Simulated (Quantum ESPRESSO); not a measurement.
# BAs (F-43m): a volume series of phonon spectra

Wanted: mode Grüneisen parameters of BAs and a free-energy fit over volumes.

Measurements to reproduce:
- volume expansion coefficient 11.55 1e-6/K near room temperature (given in “Basic Physical Properties of Cubic Boron Arsenide (three times its linear coefficient)”, 2019, arxiv:1911.11281)
- volume expansion coefficient 10.8 1e-6/K near room temperature (given in “Thermal expansion coefficients of high thermal conducting BAs and BP materials (three times its linear coefficient)”, 2019, arxiv:1906.04101)

Main program and level: Quantum ESPRESSO 7.5; DFT PBE, scalar-relativistic, plane waves, GBRV ultrasoft pseudopotentials.

**1. The starting structure**

It takes space group F-43m (No. 216, cubic). The conventional cell has a = 4.777 Å, b = 4.777 Å, c = 4.777 Å, α = 90.00°, β = 90.00°, γ = 90.00°. Nearest to B lie 4 As at 2.07 Å. Nearest to As lie 4 B at 2.07 Å. Farther neighbours are not listed.

**2. Probe on a coarse mesh**

A cheap single point shows whether the cell is a metal or an insulator and how far it is from rest; that sets the k-mesh and the occupations of what follows.

Input file probe.in:

```
&CONTROL
  calculation = 'scf'
  prefix      = 'x'
  outdir      = './tmp'
  pseudo_dir  = './pseudo'
  tprnfor     = .true.
  tstress     = .true.
  verbosity   = 'high'
/
&SYSTEM
  ibrav       = 0
  nat         = 2
  ntyp        = 2
  ecutwfc     = 40.0
  ecutrho     = 240.0
  occupations = 'smearing'
  smearing    = 'gaussian'
  degauss     = 0.01
/
&ELECTRONS
  conv_thr         = 1.0d-07
  mixing_beta      = 0.7
  electron_maxstep = 100
/
ATOMIC_SPECIES
 B      10.8100  B.upf
 As     74.9216  As.upf
CELL_PARAMETERS angstrom
     0.000000000    2.388500000    2.388500000
     2.388500000    0.000000000    2.388500000
     2.388500000    2.388500000    0.000000000
ATOMIC_POSITIONS crystal
 B      0.000000000   0.000000000   0.000000000
 As     0.250000000   0.250000000   0.250000000
K_POINTS automatic
 6 6 6 0 0 0
```

On the command line:

```bash
> OMP_NUM_THREADS=1 mpirun -n 8 pw.x -nk 8 -in probe.in > probe.out
```

What it wrote:

```text
Program PWSCF v.7.5

     This program is part of the open-source Quantum ESPRESSO suite
     for quantum simulation of materials; please cite
         "P. Giannozzi et al., J. Phys.:Condens. Matter 21 395502 (2009);
         "P. Giannozzi et al., J. Phys.:Condens. Matter 29 465901 (2017);
         "P. Giannozzi et al., J. Chem. Phys. 152 154105 (2020);
     in publications or presentations arising from this work. More details at

     Message from routine setup:
     using ibrav=0 with symmetry is DISCOURAGED, use correct ibrav instead

     G-vector sticks info
     --------------------
     sticks:   dense  smooth     PW     G-vecs:    dense   smooth      PW
     Sum         673     439    151                11575     6231    1139

     Using Slab Decomposition

     bravais-lattice index     =            0
     lattice parameter (alat)  =       6.3832  a.u.
     unit-cell volume          =     183.9087 (a.u.)^3
     number of atoms/cell      =            2
     number of atomic types    =            2
     number of electrons       =         8.00
     number of Kohn-Sham states=            8
     kinetic-energy cutoff     =      40.0000  Ry
     charge density cutoff     =     240.0000  Ry
     scf convergence threshold =      1.0E-07
     mixing beta               =       0.7000
     number of iterations used =            8  plain     mixing
     Exchange-correlation= SLA  PW   PBE  PBE
                           (   1   4   3   4   0   0   0)

     celldm(1)=   6.383210  celldm(2)=   0.000000  celldm(3)=   0.000000
     celldm(4)=   0.000000  celldm(5)=   0.000000  celldm(6)=   0.000000

     crystal axes: (cart. coord. in units of alat)
               a(1) = (   0.000000   0.707107   0.707107 )
               a(2) = (   0.707107   0.000000   0.707107 )
               a(3) = (   0.707107   0.707107   0.000000 )

     reciprocal axes: (cart. coord. in units 2 pi/alat)
               b(1) = ( -0.707107  0.707107  0.707107 )
               b(2) = (  0.707107 -0.707107  0.707107 )
               b(3) = (  0.707107  0.707107 -0.707107 )

     PseudoPot. # 1 for B  read from file:
     ./pseudo/B.upf
     Pseudo is Ultrasoft + core correction, Zval =  3.0
     Using radial grid of  781 points,  4 beta functions with:
                l(1) =   0
                l(2) =   0
                l(3) =   1
                l(4) =   1
     Q(r) pseudized with  8 coefficients,  rinner =    1.100   1.100   1.100

     PseudoPot. # 2 for As read from file:
     ./pseudo/As.upf
     Pseudo is Ultrasoft + core correction, Zval =  5.0
     Using radial grid of  875 points,  6 beta functions with:
                l(1) =   0
                l(2) =   0
                l(3) =   1
                l(4) =   1
                l(5) =   2
                l(6) =   2
     Q(r) pseudized with  8 coefficients,  rinner =    1.300   1.300   1.300
                                                       1.300   1.300

     atomic species   valence    mass     pseudopotential
     B                 3.00    10.81000     B ( 1.00)
     As                5.00    74.92160     As( 1.00)

     24 Sym. Ops. (no inversion) found

                                    s                        frac. trans.

      isym =  1     identity

 cryst.   s( 1) = (     1          0          0      )
                  (     0          1          0      )
                  (     0          0          1      )

 cart.    s( 1) = (  1.0000000 -0.0000000  0.0000000 )
                  ( -0.0000000  1.0000000  0.0000000 )
                  ( -0.0000000  0.0000000  1.0000000 )

      isym =  2     180 deg rotation - cart. axis [0,0,1]

 cryst.   s( 2) = (     0          1         -1      )
                  (     1          0         -1      )
                  (     0          0         -1      )

 cart.    s( 2) = ( -1.0000000  0.0000000  0.0000000 )
                  (  0.0000000 -1.0000000  0.0000000 )
                  (  0.0000000 -0.0000000  1.0000000 )

      isym =  3     180 deg rotation - cart. axis [0,1,0]

 cryst.   s( 3) = (     0         -1          1      )
                  (     0         -1          0      )
                  (     1         -1          0      )

 cart.    s( 3) = ( -1.0000000 -0.0000000 -0.0000000 )
                  (  0.0000000  1.0000000 -0.0000000 )
                  (  0.0000000  0.0000000 -1.0000000 )

      isym =  4     180 deg rotation - cart. axis [1,0,0]

 cryst.   s( 4) = (    -1          0          0      )
                  (    -1          0          1      )
                  (    -1          1          0      )

 cart.    s( 4) = (  1.0000000  0.0000000 -0.0000000 )
                  ( -0.0000000 -1.0000000 -0.0000000 )
                  ( -0.0000000 -0.0000000 -1.0000000 )

      isym =  5     120 deg rotation - cart. axis [-1,-1,-1]

 cryst.   s( 5) = (     0          0          1      )
[...]
cart.    s( 5) = (  0.0000000  1.0000000 -0.0000000 )
[...]
isym =  6     120 deg rotation - cart. axis [-1,1,1]

 cryst.   s( 6) = (     1         -1          0      )
[...]
cart.    s( 6) = ( -0.0000000 -1.0000000 -0.0000000 )
[...]
isym =  7     120 deg rotation - cart. axis [1,1,-1]

 cryst.   s( 7) = (    -1          1          0      )
[...]
cart.    s( 7) = ( -0.0000000  1.0000000  0.0000000 )
[...]
isym =  8     120 deg rotation - cart. axis [1,-1,1]

 cryst.   s( 8) = (     0          0         -1      )
[...]
cart.    s( 8) = (  0.0000000 -1.0000000  0.0000000 )
[...]
isym =  9     120 deg rotation - cart. axis [1,1,1]

 cryst.   s( 9) = (     0          1          0      )
[...]
cart.    s( 9) = ( -0.0000000  0.0000000  1.0000000 )
[...]
isym = 10     120 deg rotation - cart. axis [-1,1,-1]

 cryst.   s(10) = (    -1          0          1      )
[...]
cart.    s(10) = (  0.0000000 -0.0000000  1.0000000 )
[...]
isym = 11     120 deg rotation - cart. axis [1,-1,-1]

 cryst.   s(11) = (     1          0         -1      )
[...]
cart.    s(11) = (  0.0000000  0.0000000 -1.0000000 )
[...]
isym = 12     120 deg rotation - cart. axis [-1,-1,1]

 cryst.   s(12) = (     0         -1          0      )
[...]
cart.    s(12) = ( -0.0000000 -0.0000000 -1.0000000 )
[...]
isym = 13     inv. 180 deg rotation - cart. axis [1,1,0]

[...]
occupation numbers
     1.0000   1.0000   1.0000   1.0000   0.0000   0.0000   0.0000   0.0000

          k = 0.1179 0.1179-0.1179 (   791 PWs)   bands (ev):

    -6.2926   5.6967   7.9745   7.9745  11.9850  12.8413  12.8413  15.3885

     occupation numbers
     1.0000   1.0000   1.0000   1.0000   0.0000   0.0000   0.0000   0.0000

          k = 0.2357 0.2357-0.2357 (   769 PWs)   bands (ev):

    -5.0275   1.9142   7.1439   7.1439  11.5452  13.5031  13.5031  17.4422

     occupation numbers
     1.0000   1.0000   1.0000   1.0000   0.0000   0.0000   0.0000   0.0000

          k =-0.3536-0.3536 0.3536 (   778 PWs)   bands (ev):

    -3.8763  -0.1314   6.8402   6.8402  11.3709  13.4495  13.4495  17.6339

     occupation numbers
     1.0000   1.0000   1.0000   1.0000   0.0000   0.0000   0.0000   0.0000

          k = 0.2357 0.0000-0.0000 (   793 PWs)   bands (ev):

    -6.1400   6.3731   6.9437   6.9437  10.9151  14.3245  14.3245  14.3662

     occupation numbers
     1.0000   1.0000   1.0000   1.0000   0.0000   0.0000   0.0000   0.0000

          k = 0.3536 0.1179-0.1179 (   795 PWs)   bands (ev):

    -5.1292   3.1799   6.0249   6.1418  11.4022  13.9989  15.1460  15.4237

     occupation numbers
     1.0000   1.0000   1.0000   1.0000   0.0000   0.0000   0.0000   0.0000

          k =-0.2357-0.4714 0.4714 (   792 PWs)   bands (ev):

    -3.7076   0.4485   4.9993   6.0696  11.7082  14.2485  15.0564  17.0070

     occupation numbers
     1.0000   1.0000   1.0000   1.0000   0.0000   0.0000   0.0000   0.0000

          k =-0.1179-0.3536 0.3536 (   792 PWs)   bands (ev):

    -4.1503   1.1800   4.6062   6.7268  12.2037  14.3453  14.3738  17.3715

     occupation numbers
     1.0000   1.0000   1.0000   1.0000   0.0000   0.0000   0.0000   0.0000

          k = 0.0000-0.2357 0.2357 (   791 PWs)   bands (ev):

[...]
occupation numbers
[...]
k = 0.4714 0.0000-0.0000 (   797 PWs)   bands (ev):

[...]
occupation numbers
[...]
k =-0.1179-0.5893 0.5893 (   779 PWs)   bands (ev):

[...]
occupation numbers
[...]
k =-0.0000-0.4714 0.4714 (   792 PWs)   bands (ev):

[...]
occupation numbers
[...]
k =-0.7071 0.0000 0.0000 (   790 PWs)   bands (ev):

    -2.5615   0.1320   4.5815   4.5815  10.0856  10.0976  20.0799  20.0799

     occupation numbers
     1.0000   1.0000   1.0000   1.0000   0.0000   0.0000   0.0000   0.0000

          k =-0.2357-0.4714 0.7071 (   781 PWs)   bands (ev):

    -3.9471   1.9027   3.7818   5.4408  12.4560  13.8926  14.5570  17.7547

     occupation numbers
     1.0000   1.0000   1.0000   1.0000   0.0000   0.0000   0.0000   0.0000

          k =-0.1179-0.3536 0.5893 (   780 PWs)   bands (ev):

    -2.9206   0.6092   3.2414   4.7922  13.0096  13.9344  16.1799  17.6036

     occupation numbers
     1.0000   1.0000   1.0000   1.0000   0.0000   0.0000   0.0000   0.0000

          k =-0.7071 0.2357 0.0000 (   772 PWs)   bands (ev):

    -2.4416   0.4541   3.5048   3.6952  12.4497  12.6673  17.3655  17.6040

     occupation numbers
     1.0000   1.0000   1.0000   1.0000   0.0000   0.0000   0.0000   0.0000

     the Fermi energy is     9.3219 ev

!    total energy              =     -46.66514779 Ry
     estimated scf accuracy    <       0.00000003 Ry
     smearing contrib. (-TS)   =      -0.00000000 Ry
     internal energy E=F+TS    =     -46.66514779 Ry

     The total energy is F=E-TS. E is the sum of the following terms:
     one-electron contribution =       6.62599823 Ry
     hartree contribution      =       1.25428842 Ry
     xc contribution           =     -34.61201576 Ry
     ewald contribution        =     -19.93341868 Ry

     convergence has been achieved in   6 iterations

     Forces acting on atoms (cartesian axes, Ry/au):

     atom    1 type  1   force =     0.00000000    0.00000000    0.00000000
     atom    2 type  2   force =     0.00000000    0.00000000    0.00000000
     The non-local contrib.  to forces
     atom    1 type  1   force =     0.00000000   -0.00000000   -0.00000000
     atom    2 type  2   force =     0.00000000    0.00000000    0.00000000
     The ionic contribution  to forces
     atom    1 type  1   force =    -0.00000000    0.00000000    0.00000000
     atom    2 type  2   force =    -0.00000000    0.00000000   -0.00000000
     The local contribution  to forces
     atom    1 type  1   force =     0.00000000    0.00000000    0.00000000
     atom    2 type  2   force =     0.00000000    0.00000000    0.00000000
     The core correction contribution to forces
     atom    1 type  1   force =    -0.00000000   -0.00000000    0.00000000
     atom    2 type  2   force =     0.00000000   -0.00000000    0.00000000
     The Hubbard contrib.    to forces
     atom    1 type  1   force =     0.00000000    0.00000000    0.00000000
     atom    2 type  2   force =     0.00000000    0.00000000    0.00000000
     The SCF correction term to forces
     atom    1 type  1   force =     0.00000000    0.00000000    0.00000000
     atom    2 type  2   force =     0.00000000   -0.00000000   -0.00000000

     Total force =     0.000000     Total SCF correction =     0.000000

     Computing stress (Cartesian axis) and pressure

          total   stress  (Ry/bohr**3)                   (kbar)     P=       37.56
   0.00025532  -0.00000000  -0.00000000           37.56       -0.00       -0.00
  -0.00000000   0.00025532  -0.00000000           -0.00       37.56       -0.00
  -0.00000000  -0.00000000   0.00025532           -0.00       -0.00       37.56

     kinetic stress (kbar)   4336.81      0.00      0.00
                               -0.00   4336.81     -0.00
                                0.00     -0.00   4336.81

     local   stress (kbar)   6860.25      0.00      0.00
                                0.00   6860.25      0.00
                                0.00      0.00   6860.25

     nonloc. stress (kbar)  -4250.20     -0.00     -0.00
                               -0.00  -4250.20      0.00
                               -0.00      0.00  -4250.20

     hartree stress (kbar)    334.43      0.00      0.00
                                0.00    334.43     -0.00
                                0.00     -0.00    334.43

     exc-cor stress (kbar)  20983.25     -0.00     -0.00
                               -0.00  20983.25     -0.00
                               -0.00     -0.00  20983.25

     corecor stress (kbar) -22912.20      0.00      0.00
                                0.00 -22912.20      0.00
                                0.00      0.00 -22912.20

     ewald   stress (kbar)  -5314.79      0.00      0.00
                                0.00  -5314.79      0.00
                                0.00      0.00  -5314.79

     hubbard stress (kbar)      0.00      0.00      0.00
                                0.00      0.00      0.00
                                0.00      0.00      0.00

     DFT-D   stress (kbar)      0.00      0.00      0.00
[...]
XDM     stress (kbar)      0.00      0.00      0.00
[...]
dft-nl  stress (kbar)      0.00      0.00      0.00
                                0.00      0.00      0.00
                                0.00      0.00      0.00

     TS-vdW  stress (kbar)      0.00      0.00      0.00
                                0.00      0.00      0.00
                                0.00      0.00      0.00

     MDB     stress (kbar)      0.00      0.00      0.00
                                0.00      0.00      0.00
                                0.00      0.00      0.00

     3D-RISM stress (kbar)      0.00      0.00      0.00
                                0.00      0.00      0.00
                                0.00      0.00      0.00

     Writing all to output data dir ./tmp/x.save/ :
     XML data file, charge density, pseudopotentials, collected wavefunctions

   JOB DONE.
```

The job ended after 1.2 s (8 MPI ranks of Arm Neoverse V1, shared host).

A gap read on the k-mesh alone can miss the band edges.

Numbers from this step:

* volume per atom: 13.63 Å³
* pressure: 3.756 GPa
* gap on the k-mesh: 1.281 eV

The start is under 3.8 GPa at this level and looks like an insulator or semiconductor on this mesh.

(Part 1 of 8 ends here.)

[Logs are printed without paths, hosts, clocks, repeated set-up lines and the standing remarks that a program may print on its own settings, such as how far it seeks lower states.]

[Hosts, paths, dates, database ids (printed as entryN), source tags and the programs' standing remarks are cut or masked in the printed files.]

[A step with changed settings may run another functional than the one named; its input shows which.]

[Of the runs on displaced cells, only some may be shown.]
